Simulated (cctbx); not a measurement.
## Reading a Patterson map

Space group Amm2 (no. 38), a = 4.7420 Å, b = 5.9520 Å, c = 10.1410 Å, α = 90.00°, β = 90.00°, γ = 90.00°, content Pt2 Zn2 Mn2 Mg10.

Simulated single-crystal data (cctbx): Mo Kα, λ = 0.71073 Å, to d = 0.75 Å, 70 % of the full sphere, strongest reflection 70000 counts, noise from counting, a 3 % proportional error and a noise floor of 8 counts (s.d.); no absorption.

Patterson synthesis, origin scaled to 1000:

```text
Patterson group A m m m
      u       v       w   height  length (A)
  0.000   0.000   0.000   1000.0     0.00
  0.000   0.000   0.500    473.2     5.07
  0.500   0.000   0.163    285.2     2.89
  0.000   0.250   0.250    262.8     2.94
  0.500   0.000   0.333    162.3     4.13
  0.500   0.247   0.078    122.2     2.90
  0.000   0.092   0.094     14.2     1.10
  0.000   0.184   0.000     13.1     1.09
  0.121   0.089   0.076     13.1     1.10
  0.210   0.044   0.037     12.3     1.10
  0.105   0.166   0.000     11.2     1.11
  0.080   0.156   0.056      8.9     1.15
  0.071   0.000   0.109      8.0     1.15
  0.500   0.102   0.250      6.2     3.52
```

Q: Assign the vectors.

A peak at u stands for all pairs with xi − xj = u, with weight Σ ZiZj against Σ Z² = 16658 at the origin. Peak heights follow these weights only roughly, since form factors, motion and series ripples differ, all vectors within 0.55 Å of a peak are counted as merged into it though the farther ones add only part of their weight, and F(000) is left out, which lowers the whole map:

| u | v | w | shortest length (Å) | height | 1000 ΣZiZj/ΣZ² | pairs in the cell |
| --- | --- | --- | --- | --- | --- | --- |
| 0.000 | 0.000 | 0.500 | 2.98 | 473 | 624 | 4 × Pt–Mn, 4 × Zn–Mg, 8 × Mg–Mg |
| 0.500 | 0.000 | 0.163 | 2.89 | 285 | 352 | 2 × Pt–Zn, 2 × Mn–Mg, 4 × Mg–Mg |
| 0.000 | 0.250 | 0.250 | 2.94 | 263 | 418 | 4 × Pt–Mg, 4 × Zn–Mg, 4 × Mn–Mg, 4 × Mg–Mg |
| 0.500 | 0.000 | 0.333 | 4.13 | 162 | 237 | 2 × Pt–Mg, 2 × Zn–Mn, 4 × Mg–Mg |
| 0.500 | 0.247 | 0.078 | 2.90 | 122 | 209 | 2 × Pt–Mg, 2 × Zn–Mg, 2 × Mn–Mg, 2 × Mg–Mg |

The table stops at ten peaks or at a height of 45, below which ripples compete. In the model behind the data Pt, the heaviest element, has 1 independent site: (1/2, 1/2, 0.1621), up to an allowed shift of origin. No listed peak is a Pt–Pt vector, so the position follows from the cell content and the cross vectors. The whole model:

| atom | mult. | x | y | z | Ueq (Å²) |
| --- | --- | --- | --- | --- | --- |
| Pt1 | 2 | 1/2 | 1/2 | 0.1621 | 0.0073 |
| Zn1 | 2 | 0 | 1/2 | 0.3245 | 0.0123 |
| Mn1 | 2 | 1/2 | 1/2 | 0.6637 | 0.0141 |
| Mg1 | 4 | 1/2 | 0.7624 | 0.9112 | 0.0164 |
| Mg2 | 2 | 0 | 1/2 | 0.8313 | 0.0141 |
| Mg3 | 4 | 0 | 0.7469 | 0.0866 | 0.0148 |

The model is made up (kin elements in a known structure type, no relaxation), so it says nothing on whether the phase exists.

[Logs are printed without paths, hosts, clocks, repeated set-up lines and the standing remarks that a program may print on its own settings, such as how far it seeks lower states.]
